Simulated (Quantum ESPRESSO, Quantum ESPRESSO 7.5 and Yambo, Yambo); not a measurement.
**A GW chain in Yambo: PtSe2 (1T monolayer)**

Wanted: ground state, empty states, screening and self-energy for PtSe2 (1T monolayer).

Program: Quantum ESPRESSO 7.5 and Yambo 5.3.0. Level of theory: PBE and many-body steps on it, plane waves. Results are calculated unless marked as measured.

**What was measured.**

- Gap 1.9 ± 0.05 eV: quasiparticle gap from STS, domains aligned with graphene; scanning tunneling spectroscopy; 8.5 K; monolayer (MBE-grown monolayer on epitaxial bilayer graphene, twist angle near 0 deg) on bilayer graphene on SiC(0001) (“Angular dependence of the interlayer coupling at the interface between two dimensional materials 1T-PtSe2 and graphene”, 2023, arxiv:2311.08165).

- Gap 2 ± 0.1 eV: quasiparticle gap of the first layer from STS; scanning tunnelling spectroscopy; 77 K; monolayer (MBE-grown first layer on HOPG) on HOPG (“Precise Layer-Dependent Electronic Structure of MBE-Grown PtSe2”, 2021, arxiv:2105.03334).

- Gap 1.95 ± 0.05 eV: quasiparticle gap of 1 ML from STS, average over islands; scanning tunnelling spectroscopy; monolayer (MBE-grown monolayer islands on bilayer graphene) on bilayer graphene on SiC(0001) (“Atomic-layer controlled THz Spintronic emission from Epitaxially grown Two dimensional PtSe2/ferromagnet heterostructures”, 2023, arxiv:2305.06895).

## Step 1: The starting structure

The cell holds 3 atoms: 1 Pt and 2 Se. Its edges and angles: a = 3.853 Å, b = 3.853 Å, c = 15.000 Å, α = 90.0°, β = 90.0°, γ = 120.0°. It derives from  ([{'formula': 'PtSe2', 'spacegroup': 164, 'source': 'prototype of the bulk crystal'}]). Vacuum lies along c.

The start is a generated structure, not a measured one. Spin-orbit coupling is left out unless a step names it.

## Step 2: Relaxation

This step: Quantum ESPRESSO 7.5; DFT, PBE, plane waves, norm-conserving pseudopotentials.

A relaxation at this level of theory: leftover forces would pass straight into the levels.

pw.in reads:

```
&control
  calculation = 'vc-relax'
  prefix = 'x'
  outdir = 'o'
  pseudo_dir = 'pseudo'
  forc_conv_thr = 4e-4
  nstep = 60
/
&system
  ibrav = 0
  nat = 3
  ntyp = 2
  ecutwfc = 98.89999999999999
  nbnd = 30
  force_symmorphic = .true.
  occupations = 'smearing'
  smearing = 'fd'
  degauss = 0.002
/
&electrons
  conv_thr = 1e-9
  electron_maxstep = 80
  mixing_beta = 0.5
/
&ions
/
&cell
  press_conv_thr = 0.3
  cell_dofree = '2Dxy'
/
ATOMIC_SPECIES
  Pt 195.08 Pt.upf
  Se 78.971 Se.upf
CELL_PARAMETERS angstrom
  3.8527425800 0.0000000000 0.0000000000
  -1.9263712900 3.3365729485 0.0000000000
  0.0000000000 0.0000000000 15.0000000000
ATOMIC_POSITIONS crystal
  Pt 0.0000000000 0.0000000000 0.5000000000
  Se 0.3333333333 0.6666666667 0.6043677216
  Se 0.6666666667 0.3333333333 0.3956322784
K_POINTS automatic
  6 6 1 0 0 0
```

The run is started by

```console
$ OMP_NUM_THREADS=1 mpirun -n 16 pw.x -nk 8 -in pw.in > pw.out
```

The program printed:

```text
Program PWSCF v.7.5 starts

     This program is part of the open-source Quantum ESPRESSO suite
     for quantum simulation of materials; please cite
         "P. Giannozzi et al., J. Phys.:Condens. Matter 21 395502 (2009);
         "P. Giannozzi et al., J. Phys.:Condens. Matter 29 465901 (2017);
         "P. Giannozzi et al., J. Chem. Phys. 152 154105 (2020);
     in publications or presentations arising from this work. More details at
     Message from routine setup:
     using ibrav=0 with symmetry is DISCOURAGED, use correct ibrav instead

     Message from routine divide_et_impera:
     suboptimal parallelization: some nodes have no k-points

     bravais-lattice index     =            0
     lattice parameter (alat)  =       7.2806  a.u.
     unit-cell volume          =    1301.2432 (a.u.)^3
     number of atoms/cell      =            3
     number of atomic types    =            2
     number of electrons       =        50.00
     number of Kohn-Sham states=           30
     kinetic-energy cutoff     =      98.9000  Ry
     charge density cutoff     =     395.6000  Ry
     scf convergence threshold =      1.0E-09
     mixing beta               =       0.5000
     number of iterations used =            8  plain     mixing
     energy convergence thresh.=      1.0E-04
     force convergence thresh. =      4.0E-04
     press convergence thresh. =      3.0E-01
     Exchange-correlation= PBE
                           (   1   4   3   4   0   0   0)
     nstep                     =           60

     celldm(1)=   7.280628  celldm(2)=   0.000000  celldm(3)=   0.000000
     celldm(4)=   0.000000  celldm(5)=   0.000000  celldm(6)=   0.000000

     crystal axes: (cart. coord. in units of alat)
               a(1) = (   1.000000   0.000000   0.000000 )
               a(2) = (  -0.500000   0.866025   0.000000 )
               a(3) = (   0.000000   0.000000   3.893330 )

     reciprocal axes: (cart. coord. in units 2 pi/alat)
               b(1) = (  1.000000  0.577350 -0.000000 )
               b(2) = (  0.000000  1.154701  0.000000 )
               b(3) = (  0.000000 -0.000000  0.256850 )
     Pseudo is Norm-conserving + core correction, Zval = 18.0
     Generated using ONCVPSP code by D. R. Hamann
     Using radial grid of 1374 points,  8 beta functions with:
     Pseudo is Norm-conserving + core correction, Zval = 16.0
     Generated using ONCVPSP code by D. R. Hamann
     Using radial grid of 1214 points,  6 beta functions with:
     Pt               18.00   195.08000     Pt( 1.00)
     Se               16.00    78.97100     Se( 1.00)

     12 Sym. Ops., with inversion, found

   Cartesian axes

     site n.     atom                  positions (alat units)
         1        Pt     tau(   1) = (   0.0000000   0.0000000   1.9466652  )
[...]
Se               16.00    78.97100     Se( 1.00)

     12 Sym. Ops., with inversion, found

   Cartesian axes

     site n.     atom                  positions (alat units)
         1        Pt     tau(   1) = (   0.0000000   0.0000000   1.9466652  )
         2        Se     tau(   2) = (  -0.0000000   0.5621351   2.2852893  )
         3        Se     tau(   3) = (   0.4868233   0.2810675   1.6080411  )

     number of k points=     7  Fermi-Dirac smearing, width (Ry)=  0.0020
                       cart. coord. in units 2pi/alat
[...]
k(    6) = (   0.1711778   0.4941477   0.0000000), wk =   0.6666667
        k(    7) = (   0.3423556   0.5929773   0.0000000), wk =   0.1111111

     Dense  grid:   163931 G-vectors     FFT dimensions: (  45,  45, 180)

     Initial potential from superposition of free atoms

     starting charge      49.9997, renormalised to      50.0000
     Starting wfcs are   28 randomized atomic wfcs +    2 random wfcs

     per-process dynamical memory:    70.8 Mb

     Self-consistent Calculation

[...]
total energy              =    -746.21545530 Ry
[...]
iteration # 11     ecut=    98.90 Ry     beta= 0.50

     total energy              =    -746.21545530 Ry
     estimated scf accuracy    <          3.3E-11 Ry

     iteration # 12     ecut=    98.90 Ry     beta= 0.50

     End of self-consistent calculation

[...]
k = 0.0000 0.1977 0.0000 ( 20453 PWs)   bands (ev):

[...]
k = 0.0000 0.3953 0.0000 ( 20490 PWs)   bands (ev):

[...]
-46.9562 -46.9561 -46.9554 -46.9547 -46.9385 -46.9384 -12.5877 -11.8573
    -4.8941  -4.2183  -4.0927  -3.3484  -2.5045  -1.8411  -0.9428  -0.4720
[...]
k =-0.0000-0.5930 0.0000 ( 20484 PWs)   bands (ev):

     [... further k-points ...]

     the Fermi energy is     1.2976 ev

!    total energy              =    -746.21545530 Ry
     estimated scf accuracy    <          2.3E-12 Ry
     smearing contrib. (-TS)   =      -0.00000000 Ry
     internal energy E=F+TS    =    -746.21545530 Ry

     The total energy is F=E-TS. E is the sum of the following terms:
     one-electron contribution =   -2187.70021110 Ry
     hartree contribution      =    1088.13658891 Ry
     xc contribution           =    -144.31660604 Ry
     ewald contribution        =     497.66477293 Ry

     convergence has been achieved in  12 iterations

     Forces acting on atoms (cartesian axes, Ry/au):

[...]
atom    2 type  2   force =    -0.00000000   -0.00000000   -0.00017683
     atom    3 type  2   force =     0.00000000    0.00000000    0.00017683

     Total force =     0.000250     Total SCF correction =     0.000007

     Computing stress (Cartesian axis) and pressure

          total   stress  (Ry/bohr**3)                   (kbar)     P=       -0.14
[...]
-0.00000000  -0.00000089   0.00000000           -0.00       -0.13        0.00
  -0.00000000  -0.00000000  -0.00000100           -0.00       -0.00       -0.15

     XML data file, charge density, pseudopotentials, collected wavefunctions

=------------------------------------------------------------------------------=
   JOB DONE.
=------------------------------------------------------------------------------=
```

Run time: 2.2 min. Hardware: 16 MPI ranks of Arm Neoverse V1, shared host; peak memory 1.9 GiB; 28 min of CPU time.

Step by step:

| step | energy less that of the first step (eV) | largest force (eV/Å) | volume (Å³) |
| --- | --- | --- | --- |
| 1 | 0.0000 | 2.4738 | 192.82 |
| 2 | -0.3289 | 2.1140 | 189.56 |
| 3 | -0.6207 | 1.6157 | 186.05 |
| 4 | -0.8804 | 0.6420 | 180.99 |
| 5 | -0.9110 | 0.0573 | 178.42 |
| 6 | -0.9140 | 0.0859 | 179.22 |
| 7 | -0.9154 | 0.1038 | 179.71 |
| 8 | -0.9171 | 0.1015 | 180.25 |
| 9 | -0.9192 | 0.0807 | 181.06 |
| 10 | -0.9211 | 0.0337 | 182.28 |
| 11 | -0.9213 | 0.0046 | 182.80 |
| 12 | -0.9210 | 0.0045 | 182.80 |

| cell as run | before | after | change |
| --- | --- | --- | --- |
| a (Å) | 3.853 | 3.751 | -2.6 % |
| b (Å) | 3.853 | 3.751 | -2.6 % |

The atoms that moved most (Å, along periodic axes as changes of fractional coordinates times the final cell, across vacuum about the mean position):

| atom | dx | dy | dz | length |
| --- | --- | --- | --- | --- |
| Se2 | 0.000 | 0.000 | -0.261 | 0.261 |
| Se3 | 0.000 | 0.000 | 0.261 | 0.261 |

The relaxed structure:

```
CELL_PARAMETERS angstrom
3.75121 0.00000 0.00000
-1.87560 3.24864 0.00000
0.00000 0.00000 15.00000
ATOMIC_POSITIONS crystal
Pt 0.00000 0.00000 0.50000
Se 0.33333 0.66667 0.58698
Se 0.66667 0.33333 0.41302
```

## Step 3: Ground state

The ground-state density comes first.

pw.in reads:

```
&control
  calculation = 'scf'
  prefix = 'x'
  outdir = 'o'
  pseudo_dir = 'pseudo'
  tprnfor = .true.
  tstress = .true.
/
&system
  ibrav = 0
  nat = 3
  ntyp = 2
  ecutwfc = 104.0
  nbnd = 38
  force_symmorphic = .true.
/
&electrons
  conv_thr = 1e-10
  electron_maxstep = 80
  mixing_beta = 0.5
/
ATOMIC_SPECIES
  Pt 195.08 Pt.upf
  Se 78.971 Se.upf
CELL_PARAMETERS angstrom
  3.7512094685 -0.0000000001 0.0000000000
  -1.8756047341 3.2486426947 0.0000000000
  0.0000000000 0.0000000000 15.0000000000
ATOMIC_POSITIONS crystal
  Pt 0.0000000000 0.0000000000 0.5000000000
  Se 0.3333333333 0.6666666667 0.5869754293
  Se 0.6666666667 0.3333333333 0.4130245707
K_POINTS automatic
  9 9 1 0 0 0
```

The program printed:

```text
[banner, memory and clock lines left out]
Program PWSCF v.7.5 starts

     Message from routine setup:
     using ibrav=0 with symmetry is DISCOURAGED, use correct ibrav instead

     bravais-lattice index     =            0
     lattice parameter (alat)  =       7.0888  a.u.
     unit-cell volume          =    1233.5624 (a.u.)^3
     number of atoms/cell      =            3
     number of atomic types    =            2
     number of electrons       =        66.00
     number of Kohn-Sham states=           38
     kinetic-energy cutoff     =     104.0000  Ry
     charge density cutoff     =     416.0000  Ry
     scf convergence threshold =      1.0E-10
     mixing beta               =       0.5000
     number of iterations used =            8  plain     mixing
     Exchange-correlation= PBE
                           (   1   4   3   4   0   0   0)

     celldm(1)=   7.088759  celldm(2)=   0.000000  celldm(3)=   0.000000
     celldm(4)=   0.000000  celldm(5)=   0.000000  celldm(6)=   0.000000

     crystal axes: (cart. coord. in units of alat)
               a(1) = (   1.000000  -0.000000   0.000000 )
               a(2) = (  -0.500000   0.866025   0.000000 )
               a(3) = (   0.000000   0.000000   3.998710 )

     reciprocal axes: (cart. coord. in units 2 pi/alat)
               b(1) = (  1.000000  0.577350 -0.000000 )
               b(2) = (  0.000000  1.154701 -0.000000 )
               b(3) = ( -0.000000 -0.000000  0.250081 )
     Pseudo is Norm-conserving + core correction, Zval = 18.0
     Generated using ONCVPSP code by D. R. Hamann
     Using radial grid of 1374 points,  8 beta functions with:
     Pseudo is Norm-conserving + core correction, Zval = 24.0
     Generated using ONCVPSP code by D. R. Hamann
     Using radial grid of 1214 points,  6 beta functions with:
     Pt               18.00   195.08000     Pt( 1.00)
     Se               24.00    78.97100     Se( 1.00)

     12 Sym. Ops., with inversion, found

   Cartesian axes

     site n.     atom                  positions (alat units)
         1        Pt     tau(   1) = (   0.0000000   0.0000000   1.9993552  )
         2        Se     tau(   2) = (  -0.0000000   0.5773503   2.3471447  )
         3        Se     tau(   3) = (   0.5000000   0.2886751   1.6515656  )

     number of k points=    12
                       cart. coord. in units 2pi/alat
        k(    1) = (   0.0000000   0.0000000   0.0000000), wk =   0.0246914
        k(    2) = (   0.0000000   0.1283001   0.0000000), wk =   0.1481481
        k(    3) = (   0.0000000   0.2566001   0.0000000), wk =   0.1481481
        k(    4) = (   0.0000000   0.3849002   0.0000000), wk =   0.1481481
        k(    5) = (   0.0000000   0.5132002   0.0000000), wk =   0.1481481
        k(    6) = (   0.1111111   0.1924501   0.0000000), wk =   0.1481481
        k(    7) = (   0.1111111   0.3207501   0.0000000), wk =   0.2962963
        k(    8) = (   0.1111111   0.4490502   0.0000000), wk =   0.2962963
        k(    9) = (   0.1111111   0.5773503   0.0000000), wk =   0.1481481
        k(   10) = (   0.2222222   0.3849002   0.0000000), wk =   0.1481481
        k(   11) = (   0.2222222   0.5132002   0.0000000), wk =   0.2962963
        k(   12) = (   0.3333333   0.5773503   0.0000000), wk =   0.0493827

     Dense  grid:   176333 G-vectors     FFT dimensions: (  48,  48, 192)

     Initial potential from superposition of free atoms

     starting charge      65.9997, renormalised to      66.0000
     Starting wfcs are   36 randomized atomic wfcs +    2 random wfcs

     per-process dynamical memory:    70.8 Mb

     Self-consistent Calculation

     iteration #  1     ecut=   104.00 Ry     beta= 0.50

     Threshold (ethr) on eigenvalues was too large:
     Diagonalizing with lowered threshold

     total energy              =   -1614.18127603 Ry
     estimated scf accuracy    <       0.31976413 Ry

     iteration #  2     ecut=   104.00 Ry     beta= 0.50

     total energy              =   -1614.23518091 Ry
     estimated scf accuracy    <       0.57635750 Ry

     iteration #  3     ecut=   104.00 Ry     beta= 0.50

     total energy              =   -1614.32208693 Ry
     estimated scf accuracy    <       0.00487750 Ry

     iteration #  4     ecut=   104.00 Ry     beta= 0.50

     total energy              =   -1614.32234795 Ry
     estimated scf accuracy    <       0.00096680 Ry

     iteration #  5     ecut=   104.00 Ry     beta= 0.50

     total energy              =   -1614.32241096 Ry
     estimated scf accuracy    <       0.00001684 Ry

     iteration #  6     ecut=   104.00 Ry     beta= 0.50

     total energy              =   -1614.32241555 Ry
     estimated scf accuracy    <       0.00000348 Ry

     iteration #  7     ecut=   104.00 Ry     beta= 0.50

     total energy              =   -1614.32241648 Ry
     estimated scf accuracy    <       0.00000058 Ry

     iteration #  8     ecut=   104.00 Ry     beta= 0.50

     total energy              =   -1614.32241650 Ry
     estimated scf accuracy    <       0.00000008 Ry

     iteration #  9     ecut=   104.00 Ry     beta= 0.50

     total energy              =   -1614.32241652 Ry
     estimated scf accuracy    <          7.2E-09 Ry

     iteration # 10     ecut=   104.00 Ry     beta= 0.50

     End of self-consistent calculation

          k = 0.0000 0.0000 0.0000 ( 22125 PWs)   bands (ev):

  -207.1274-207.1274-146.6147-146.6147-146.6147-146.6147-146.5687-146.5687
   -97.9356 -52.0852 -52.0852 -52.0081 -46.7891 -46.7891 -46.7876 -46.7876
   -46.7472 -46.7472 -46.7444 -46.7444 -46.7317 -46.7314 -13.3340 -11.5590
    -4.4340  -4.4340  -4.3839  -2.1851  -2.1851  -0.6046   0.0281   0.5605
     0.5605   3.5221   3.5221   4.9117   5.8463   6.0551

          k = 0.0000 0.1283 0.0000 ( 22166 PWs)   bands (ev):

  -207.1274-207.1274-146.6147-146.6147-146.6147-146.6147-146.5687-146.5687
   -97.9356 -52.0862 -52.0855 -52.0080 -46.7890 -46.7890 -46.7878 -46.7876
   -46.7471 -46.7469 -46.7447 -46.7445 -46.7317 -46.7314 -13.2064 -11.5704
    -4.4475  -4.3560  -4.2586  -2.3783  -2.2767  -1.0207   0.2421   0.5027
     0.5544   2.7643   3.3448   5.2673   6.0610   6.4050

          k = 0.0000 0.2566 0.0000 ( 22134 PWs)   bands (ev):

  -207.1274-207.1274-146.6147-146.6147-146.6147-146.6147-146.5687-146.5687
   -97.9356 -52.0888 -52.0862 -52.0078 -46.7888 -46.7886 -46.7882 -46.7876
   -46.7467 -46.7464 -46.7454 -46.7446 -46.7315 -46.7313 -12.8541 -11.6031
    -4.4360  -4.1701  -3.9579  -3.0475  -2.4075  -1.5162   0.1907   0.3294
     0.4557   1.9566   3.1398   5.9230   6.2947   6.6704

          k = 0.0000 0.3849 0.0000 ( 22140 PWs)   bands (ev):

     [... further k-points ...]

     highest occupied, lowest unoccupied level (ev):     0.5605    1.9566

!    total energy              =   -1614.32241652 Ry
     estimated scf accuracy    <          7.6E-11 Ry

     The total energy is the sum of the following terms:
     one-electron contribution =   -4371.14483681 Ry
     hartree contribution      =    2118.60377373 Ry
     xc contribution           =    -162.83942987 Ry
     ewald contribution        =     801.05807643 Ry

     convergence has been achieved in  10 iterations

     Forces acting on atoms (cartesian axes, Ry/au):

     atom    1 type  1   force =    -0.00000000    0.00000000    0.00000000
     atom    2 type  2   force =     0.00000000    0.00000000   -0.00038574
     atom    3 type  2   force =    -0.00000000   -0.00000000    0.00038574

     Total force =     0.000546     Total SCF correction =     0.000151
     SCF correction compared to forces is large: reduce conv_thr to get better values

     Computing stress (Cartesian axis) and pressure

          total   stress  (Ry/bohr**3)                   (kbar)     P=        0.23
   0.00000108  -0.00000000  -0.00000000            0.16       -0.00       -0.00
  -0.00000000   0.00000108  -0.00000000           -0.00        0.16       -0.00
  -0.00000000  -0.00000000   0.00000253           -0.00       -0.00        0.37

     XML data file, charge density, pseudopotentials, collected wavefunctions
```

Run time: 75 s. Hardware: 16 MPI ranks; peak memory 1.9 GiB; 8.2 min of CPU time.

This step gave:

```
total energy               : -21963.9754 eV
gap                        : 1.396 eV
k of the valence top       : 0, 0, 0
k of the conduction bottom : 0, 0.2222, 0
least direct gap           : 1.501 eV
pressure                   : 0.023 GPa
```

The gap is indirect, with the least direct gap 0.10 eV higher.

With these pseudopotential files and this cutoff the stress is not reliable, so the pressure is no result.

(Continued in part 2 of 3.)

[Paths, hosts, dates, memory and timing lines, banners, echoed tables and standing remarks are left out of the program output.]

[Logs are printed without paths, hosts, clocks, repeated set-up lines and the standing remarks that a program may print on its own settings, such as how far it seeks lower states.]

[Runs of the session that timed out or met a known fault of the program may be left out.]

[Hosts, paths, dates, database ids (printed as entryN), source tags and the programs' standing remarks are cut or masked in the printed files.]
